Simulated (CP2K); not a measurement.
1,4-difluorobenzene has these distinct C atoms: C2 (bonded to 2 C and F) and C3 (bonded to 2 C and H).

```xyz
12

F     2.7151    0.1811   -0.0912
C     1.3562    0.0911   -0.0460
C     0.6145    1.2674   -0.0161
C    -0.7778    1.1737    0.0313
C    -1.3562   -0.0911    0.0460
F    -2.7151   -0.1811    0.0912
C    -0.6145   -1.2674    0.0161
C     0.7778   -1.1737   -0.0313
H     1.1212    2.2306   -0.0316
H    -1.4104    2.0591    0.0579
H    -1.1212   -2.2306    0.0316
H     1.4104   -2.0591   -0.0579
```

Their partial C K spectra (CP2K XAS_TDP, all-electron GAPW, PBEh(45%), aug-cc-pVDZ, TDA, GW2X-corrected core level, no relativity) are given in random order, each times the number of alike atoms.

Gaussian full width 0.5 eV, oscillator strength per eV, alike atoms added, rows of zeros left out:

| E (eV) | curve 1 | curve 2 |
| --- | --- | --- |
| 286.75 | 0.000 | 0.008 |
| 287.00 | 0.000 | 0.103 |
| 287.25 | 0.000 | 0.336 |
| 287.50 | 0.000 | 0.277 |
| 287.75 | 0.000 | 0.058 |
| 288.00 | 0.000 | 0.003 |
| 289.00 | 0.007 | 0.000 |
| 289.25 | 0.079 | 0.002 |
| 289.50 | 0.213 | 0.005 |
| 289.75 | 0.146 | 0.003 |
| 290.00 | 0.025 | 0.004 |
| 290.25 | 0.001 | 0.032 |
| 290.50 | 0.000 | 0.088 |
| 290.75 | 0.000 | 0.061 |
| 291.00 | 0.000 | 0.012 |
| 291.25 | 0.000 | 0.011 |
| 291.50 | 0.007 | 0.020 |
| 291.75 | 0.069 | 0.016 |
| 292.00 | 0.164 | 0.019 |
| 292.25 | 0.099 | 0.041 |
| 292.50 | 0.015 | 0.035 |
| 292.75 | 0.001 | 0.029 |
| 293.00 | 0.000 | 0.050 |
| 293.25 | 0.000 | 0.053 |
| 293.50 | 0.000 | 0.040 |
| 293.75 | 0.001 | 0.027 |
| 294.00 | 0.002 | 0.049 |
| 294.25 | 0.007 | 0.113 |
| 294.50 | 0.026 | 0.119 |
| 294.75 | 0.032 | 0.059 |
| 295.00 | 0.022 | 0.026 |
| 295.25 | 0.020 | 0.022 |
| 295.50 | 0.014 | 0.010 |
| 295.75 | 0.020 | 0.009 |
| 296.00 | 0.020 | 0.048 |
| 296.25 | 0.024 | 0.086 |
| 296.50 | 0.045 | 0.067 |
| 296.75 | 0.032 | 0.066 |

**Question.** Which curve belongs to which atom?

Curve 1: C2 (bonded to 2 C and F), leading line at 289.56 eV (f = 0.059 an atom), ionisation energy 294.54 eV, term value 4.98 eV. Curve 2: C3 (bonded to 2 C and H), leading line at 287.34 eV (f = 0.049 an atom), ionisation energy 292.59 eV, term value 5.25 eV. The leading line of an atom is its first one with 35 % of the strongest within 2.5 eV of its lowest line over the strength cut. A line lies at the core ionisation energy, which rises as an atom loses charge to its neighbours or to a π system, less the term value, which is large for a low π* or σ* orbital with weight on that atom.

[Banner, clock and machine lines of the logs are left out without a mark of their own.]

[Logs are printed without paths, hosts, clocks, repeated set-up lines and the standing remarks that a program may print on its own settings, such as how far it seeks lower states.]

[Hosts, paths, dates, database ids (printed as entryN), source tags and the programs' standing remarks are cut or masked in the printed files.]
